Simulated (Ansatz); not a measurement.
## ReCl2 (1T sheet): how robust is the cRPA U?

Wanted: the sensitivity and cost of U and J for ReCl2 (1T sheet).

Method: constrained RPA on LDA, plane waves, PAW, in Ansatz 0.2.0.

This is a report of a sequence of runs, with most program output left out.

**1. The structure**

The cell holds 3 atoms: 1 Re and 2 Cl. Its edges and angles: a = 3.595 Å, b = 3.595 Å, c = 30.112 Å, α = 90.0°, β = 90.0°, γ = 120.0°. Vacuum lies along c.

The structure was relaxed with LDA. The structure was generated from a model, not taken from a measurement. The runs that relaxed it are not among those shown. The program's search for lower electronic states was switched off, so nothing shows that the state found is the lowest. Spin-orbit coupling is left out unless a step names it. The default PAW set here is soft_2. Its files were made with PBE. The Coulomb interaction is cut off across the vacuum.

**2. Base: Re t2g, bands v3 to v1, 6×6×1 mesh, medium accuracy**

Constrained RPA screens the interaction with every transition except those inside the target bands, which a later many-body model would treat itself.

Input file input.yaml:

```yaml
crystal:
  lattice:
    - [2.54202218, -2.54202218, 0.0]
    - [-2.54202218, 0.0, -2.54202218]
    - [17.38503569, 17.38503569, -17.38503569]
  atoms:
    - { symbol: Re, position: [0.0, 0.0, 0.3180797022] }
    - { symbol: Cl, position: [0.3333333333, 0.6666666667, 0.3563615235] }
    - { symbol: Cl, position: [0.6666666667, 0.3333333333, 0.2797978809] }
  periodic: [true, true, false]
kpoints:
  mp_grid: { grid: [6, 6, 1] }
hamiltonian:
  xc: lda
scf:
  occupations: { method: gaussian, width: 0.08 }
  n_extra_bands: 19
  max_iter: 150
  lower_state_search: "off"
output:
  crpa:
    kmesh: [6, 6, 1]
    target_bands: [v3, v1]
    projections: [{ species: Re, l: d, shell: 5, orbitals: [dxz, dyz, dxy] }]
  local_orbitals:
    kmesh: [12, 12, 1]
    orbitals: [{ species: Re, l: d, shell: 5, orbitals: [dxz, dyz, dxy] }]
    window: { bands: [v3, v1] }
    seedname: lo
```

On the command line:

```console
$ ansatz run input.yaml --threads 8 --pin off --max-ram 14745MiB --backend cpu --events-out ev --progress --plain --runs-dir out
```

The job ended after 54 s (8 threads of Arm Neoverse V2, shared host; peak memory 2.6 GiB; 6.6 min of CPU time).

Numbers from this step:

- U: 3.030 eV
- U prime (inter-orbital): 2.442 eV
- J: 0.2618 eV
- bare V: 10.68 eV
- bare J: 0.3914 eV
- stated bound on U: 0.008642 eV
- U over bare V: 0.2837
- electrons in the window: 5.000
- head of the constrained inverse dielectric matrix: 0.6365
- least eigenvalue of the projection's overlap: 0.6606
- target functions: 3
- bands in the sums: 30
- r.m.s. miss of the model bands: 1.46e-4 eV
- width of the target bands: 1.636 eV
- weight of the projected orbitals in the window: 0.8558

On the Re t2g shell, screening brings the on-site interaction from 10.7 eV down to U = 3.03 eV.

**3. Changed: 9×9×1 mesh**

Changes to input.yaml since step 2:

```diff
@@ -21,9 +21,4 @@
   crpa:
-    kmesh: [6, 6, 1]
+    kmesh: [9, 9, 1]
     target_bands: [v3, v1]
     projections: [{ species: Re, l: d, shell: 5, orbitals: [dxz, dyz, dxy] }]
-  local_orbitals:
-    kmesh: [12, 12, 1]
-    orbitals: [{ species: Re, l: d, shell: 5, orbitals: [dxz, dyz, dxy] }]
-    window: { bands: [v3, v1] }
-    seedname: lo
```

Wall time 2.4 min (8 threads); peak memory 2.8 GiB; 18 min of CPU time.

This step gave:

```
U                                                 : 3.026 eV
U prime (inter-orbital)                           : 2.439 eV
J                                                 : 0.2616 eV
bare V                                            : 10.66 eV
bare J                                            : 0.3912 eV
stated bound on U                                 : 0.008562 eV
U over bare V                                     : 0.2838
electrons in the window                           : 5.000
head of the constrained inverse dielectric matrix : 0.6547
least eigenvalue of the projection's overlap      : 0.6606
target functions                                  : 3
bands in the sums                                 : 30
width of the target bands                         : 1.636 eV
weight of the projected orbitals in the window    : 0.8558
```

On the Re t2g shell, screening brings the on-site interaction from 10.7 eV down to U = 3.03 eV.

**4. Changed: 3×3×1 mesh**

Changes to input.yaml since step 3:

```diff
@@ -21,3 +21,3 @@
   crpa:
-    kmesh: [9, 9, 1]
+    kmesh: [3, 3, 1]
     target_bands: [v3, v1]
```

Run time: 14 s. Hardware: 8 threads; peak memory 2.4 GiB.

Numbers from this step:

| Quantity | Value |
| --- | --- |
| U | 3.013 eV |
| U prime (inter-orbital) | 2.405 eV |
| J | 0.2689 eV |
| bare V | 11.00 eV |
| bare J | 0.4003 eV |
| stated bound on U | 0.008340 eV |
| U over bare V | 0.2740 |
| electrons in the window | 5.000 |
| head of the constrained inverse dielectric matrix | 0.5859 |
| least eigenvalue of the projection's overlap | 0.6606 |
| target functions | 3 |
| bands in the sums | 30 |
| width of the target bands | 1.636 eV |
| weight of the projected orbitals in the window | 0.8558 |

On the Re t2g shell, screening brings the on-site interaction from 11.0 eV down to U = 3.01 eV.

**5. Changed: smooth pair densities**

Changes to input.yaml since step 4:

```diff
@@ -21,4 +21,5 @@
   crpa:
-    kmesh: [3, 3, 1]
+    kmesh: [6, 6, 1]
     target_bands: [v3, v1]
     projections: [{ species: Re, l: d, shell: 5, orbitals: [dxz, dyz, dxy] }]
+    pair_densities: pseudo
```

Elapsed: 48 s, on 8 threads; peak memory 2.5 GiB.

Numbers from this step:

| Item | Value |
| --- | --- |
| U | 3.042 eV |
| U prime (inter-orbital) | 2.439 eV |
| J | 0.2685 eV |
| bare V | 10.68 eV |
| bare J | 0.3914 eV |
| stated bound on U | 0.006069 eV |
| U over bare V | 0.2848 |
| electrons in the window | 5.000 |
| head of the constrained inverse dielectric matrix | 0.6367 |
| least eigenvalue of the projection's overlap | 0.6606 |
| target functions | 3 |
| bands in the sums | 30 |
| width of the target bands | 1.636 eV |
| weight of the projected orbitals in the window | 0.8558 |

On the Re t2g shell, screening brings the on-site interaction from 10.7 eV down to U = 3.04 eV.

**6. Changed: accuracy low**

Changes to input.yaml since step 5:

```diff
@@ -24,2 +24,2 @@
     projections: [{ species: Re, l: d, shell: 5, orbitals: [dxz, dyz, dxy] }]
-    pair_densities: pseudo
+    accuracy: low
```

It took 35 s on 8 threads; peak memory 2.5 GiB.

This step gave:

- U: 3.004 eV
- U prime (inter-orbital): 2.421 eV
- J: 0.2598 eV
- bare V: 10.68 eV
- bare J: 0.3914 eV
- stated bound on U: 0.1064 eV
- U over bare V: 0.2812
- electrons in the window: 5.000
- head of the constrained inverse dielectric matrix: 0.6365
- least eigenvalue of the projection's overlap: 0.6606
- target functions: 3
- bands in the sums: 30
- width of the target bands: 1.636 eV
- weight of the projected orbitals in the window: 0.8558

On the Re t2g shell, screening brings the on-site interaction from 10.7 eV down to U = 3.00 eV.

**7. Changed: a wide Fermi-Dirac smearing**

Changes to input.yaml since step 6:

```diff
@@ -15,3 +15,3 @@
 scf:
-  occupations: { method: gaussian, width: 0.08 }
+  occupations: { method: fermi_dirac, width: 0.5 }
   n_extra_bands: 19
@@ -24,2 +24 @@
     projections: [{ species: Re, l: d, shell: 5, orbitals: [dxz, dyz, dxy] }]
-    accuracy: low
```

Elapsed: 1.3 s, on 8 threads; peak memory 0.62 GiB.

Residual by cycle:

cycle, log10 residual and a bar from the least value:
```
        1       -1.3 ##############################
        2       -1.5 #############################
        3       -2.8 #######################
        4       -4.1 #################
        5       -5.6 ##########
        6       -6.5 ######
        7       -7.8
```

The run ended with an error.

After 7 cycles the residual stands at 1.7e-8.

The program's message: “Error: refused after 7 iterations: slab_electrons_in_vacuum = 6.03e-6 (threshold 1.00e-6); electrons that its smearing lays highest leave the slab for the vacuum on both its sides, from a quarter of t …”

The fault put into this input: a wide Fermi-Dirac smearing.

**8. Changed: PBEsol**

This step: constrained RPA on PBEsol, plane waves, PAW.

Changes to input.yaml since step 7:

```diff
@@ -13,5 +13,5 @@
 hamiltonian:
-  xc: lda
+  xc: pbesol
 scf:
-  occupations: { method: fermi_dirac, width: 0.5 }
+  occupations: { method: gaussian, width: 0.08 }
   n_extra_bands: 19
```

The job ended after 53 s (8 threads; peak memory 2.6 GiB).

Numbers from this step:

```
U                                                 : 3.081 eV
U prime (inter-orbital)                           : 2.489 eV
J                                                 : 0.2636 eV
bare V                                            : 10.71 eV
bare J                                            : 0.3932 eV
stated bound on U                                 : 0.009229 eV
U over bare V                                     : 0.2876
electrons in the window                           : 5.000
head of the constrained inverse dielectric matrix : 0.6416
least eigenvalue of the projection's overlap      : 0.6641
target functions                                  : 3
bands in the sums                                 : 30
width of the target bands                         : 1.642 eV
weight of the projected orbitals in the window    : 0.8566
```

On the Re t2g shell, screening brings the on-site interaction from 10.7 eV down to U = 3.08 eV.

**9. Changed: strain -3%**

This step: constrained RPA on LDA, plane waves, PAW.

The cell differs from the one that the last finished run ended in (a 3.595 → 3.487 Å, b 3.595 → 3.487 Å).

Changes to input.yaml since step 8:

```diff
@@ -2,4 +2,4 @@
   lattice:
-    - [2.54202218, -2.54202218, 0.0]
-    - [-2.54202218, 0.0, -2.54202218]
+    - [2.4657615146, -2.4657615146, 0.0]
+    - [-2.4657615146, 0.0, -2.4657615146]
     - [17.38503569, 17.38503569, -17.38503569]
@@ -13,3 +13,3 @@
 hamiltonian:
-  xc: pbesol
+  xc: lda
 scf:
@@ -24 +24,6 @@
     projections: [{ species: Re, l: d, shell: 5, orbitals: [dxz, dyz, dxy] }]
+  local_orbitals:
+    kmesh: [12, 12, 1]
+    orbitals: [{ species: Re, l: d, shell: 5, orbitals: [dxz, dyz, dxy] }]
+    window: { bands: [v3, v1] }
+    seedname: lo
```

The job ended after 38 s (8 threads; peak memory 2.5 GiB; 4.6 min of CPU time).

This step gave:

```yaml
u: 3.008 eV
u_prime_inter_orbital: 2.442 eV
j: 0.2544 eV
bare_v: 10.47 eV
bare_j: 0.3785 eV
stated_bound_on_u: 0.008803 eV
u_over_bare_v: 0.2872
electrons_in_the_window: 5.000
head_of_the_constrained_inverse_dielectric_matrix: 0.6343
least_eigenvalue_of_the_projection_s_overlap: 0.6604
target_functions: 3
bands_in_the_sums: 30
r_m_s_miss_of_the_model_bands: 2.91e-4 eV
width_of_the_target_bands: 1.956 eV
weight_of_the_projected_orbitals_in_the_window: 0.8404
```

On the Re t2g shell, screening brings the on-site interaction from 10.5 eV down to U = 3.01 eV.

**10. Side by side**

Times are wall times on 8 threads of Arm Neoverse V2, shared host, good to a factor of about two.

```csv
run,bare V (eV),U (eV),J (eV),bound on U (eV),width (eV),time
target window,10.68,3.030,0.262,0.0086,1.64,54 s
9×9×1 mesh,10.66,3.026,0.262,0.0086,1.64,2.4 min
3×3×1 mesh,11.00,3.013,0.269,0.0083,1.64,14 s
smooth pair densities,10.68,3.042,0.269,0.0061,1.64,48 s
accuracy low,10.68,3.004,0.260,0.1064,1.64,35 s
PBEsol,10.71,3.081,0.264,0.0092,1.64,53 s
strain -3%,10.47,3.008,0.254,0.0088,1.96,38 s
```

**11. Outcome**

```yaml
target_window: U 3.03 eV, J 0.26 eV
9x9x1_mesh: U 3.03 eV, J 0.26 eV
3x3x1_mesh: U 3.01 eV, J 0.27 eV
smooth_pair_densities: U 3.04 eV, J 0.27 eV
accuracy_low: U 3.00 eV, J 0.26 eV
pbesol: U 3.08 eV, J 0.26 eV
strain_minus_3: U 3.01 eV, J 0.25 eV
```

What this shows: 9×9×1 mesh moves U by −0.004 eV (within the solver's bounds, for the mean over orbitals) at 2.7 times the time. 3×3×1 mesh moves U by −0.02 eV at 0.26 times the time. Smooth pair densities moves U by +0.01 eV (within the solver's bounds, for the mean over orbitals). Accuracy low moves U by −0.03 eV (within the solver's bounds, for the mean over orbitals). PBEsol moves U by +0.05 eV. Strain -3% moves U by −0.02 eV. The printed bound covers the solver alone, not the mesh. The parent state is non-magnetic and the interaction static (zero frequency); U depends on the window and the orbitals, so it belongs to this model alone. Spin-orbit coupling, which is strong for atoms this heavy, is left out.

[Paths, hosts, dates, memory and timing lines, banners, echoed tables and standing remarks are left out of the program output.]

[Logs are printed without paths, hosts, clocks, repeated set-up lines and the standing remarks that a program may print on its own settings, such as how far it seeks lower states.]

[Runs of the session that timed out or met a known fault of the program may be left out.]

[Hosts, paths, dates, database ids (printed as entryN), source tags and the programs' standing remarks are cut or masked in the printed files.]
